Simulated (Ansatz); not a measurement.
## Phonon-limited resistivity of CuAgW in the AlB2 type: relaxing cell and atoms

Ansatz 0.2.0; DFT LDA, scalar-relativistic, plane waves, PAW; PAW set soft_1.

The structure was built from a prototype and need not be the compound's stable phase.

The structure is hexagonal, space group P-6m2 (No. 187). Conventional cell: a = 4.361 Å, b = 4.361 Å, c = 2.552 Å, α = 90.00°, β = 90.00°, γ = 120.00°. Nearest to W lie 2 W at 2.55 Å and 6 Ag at 2.82 Å and 6 Cu at 2.82 Å. Cu has 3 Ag at 2.52 Å and 2 Cu at 2.55 Å and 6 W at 2.82 Å nearest. Nearest to Ag lie 3 Cu at 2.52 Å and 2 Ag at 2.55 Å and 6 W at 2.82 Å. Farther neighbours are not listed.

Relaxation path:

```
step  energy less that of the first step (eV)  largest force component (eV/Å)  pressure (GPa)  volume (Å³)
   1                                   0.0000                          0.0000            1.14        42.03
   2                                  -0.0078                          0.0000           -0.86        42.29
   3                                  -0.0083                          0.0000            0.37        42.06
   4                                  -0.0084                          0.0000            0.00        42.13
   5                                  -0.0085                          0.0000            0.00        42.13
```

The log counts 1 steps on a newly chosen plane-wave basis, not all of them marked here; energy and pressure can jump at such steps.

```
conventional cell, symmetrised  before  after  change
                         a (Å)   4.361  4.342  -0.4 %
                         b (Å)   4.361  4.342  -0.4 %
                         c (Å)   2.552  2.581  +1.1 %
              volume (Å³/atom)   14.01  14.04  +0.2 %
```

The relaxed structure:

```xyz
3
Lattice="4.3420 0.0000 0.0000 -2.1710 3.7603 0.0000 0.0000 0.0000 2.5806" Properties=species:S:1:pos:R:3 pbc="T T T"
W     0.0000    0.0000    0.0000
Cu    0.0000    2.5069    1.2903
Ag    2.1710    1.2534    1.2903
```

This step gave:

```
pressure        : -0.001200 GPa
volume per atom : 14.04 Å³/atom
```

What was run to get this?

The system, level and task follow from the heading and the kind of results. Meshes, cutoffs and thresholds can't be read from the results; these are the ones that the run used.

Input file input.yaml:

```yaml
crystal:
  lattice:
    - [4.3607934017, 0.0, 0.0]
    - [-2.1803967009, 3.7765578665, 0.0]
    - [0.0, 0.0, 2.5522513207]
  atoms:
    - { symbol: W, position: [0.0, 0.0, 0.0] }
    - { symbol: Cu, position: [0.3333333333, 0.6666666667, 0.5] }
    - { symbol: Ag, position: [0.6666666667, 0.3333333333, 0.5] }
kpoints:
  mp_grid: { grid: [9, 9, 12] }
hamiltonian:
  xc: lda
  pseudopotentials: { kind: paw, azcp: { folder: soft_1 }, xc_functional: pbe }
scf:
  occupations: { method: gaussian, width: 0.1 }
output:
  forces: true
  stress: true
  eigenvalues: true
relax:
  adjacent_minimum: "off"
  f_tol: 0.005
  max_steps: 80
  cell: { stress_tol: 0.05 }
```

On the command line:

```console
$ ansatz run input.yaml --threads 4 --pin off --max-ram 12288MiB --backend cpu --events-out ev --progress --plain --runs-dir out
```

[Logs are printed without paths, hosts, clocks, repeated set-up lines and the standing remarks that a program may print on its own settings, such as how far it seeks lower states.]

[Hosts, paths, dates, database ids (printed as entryN), source tags and the programs' standing remarks are cut or masked in the printed files.]
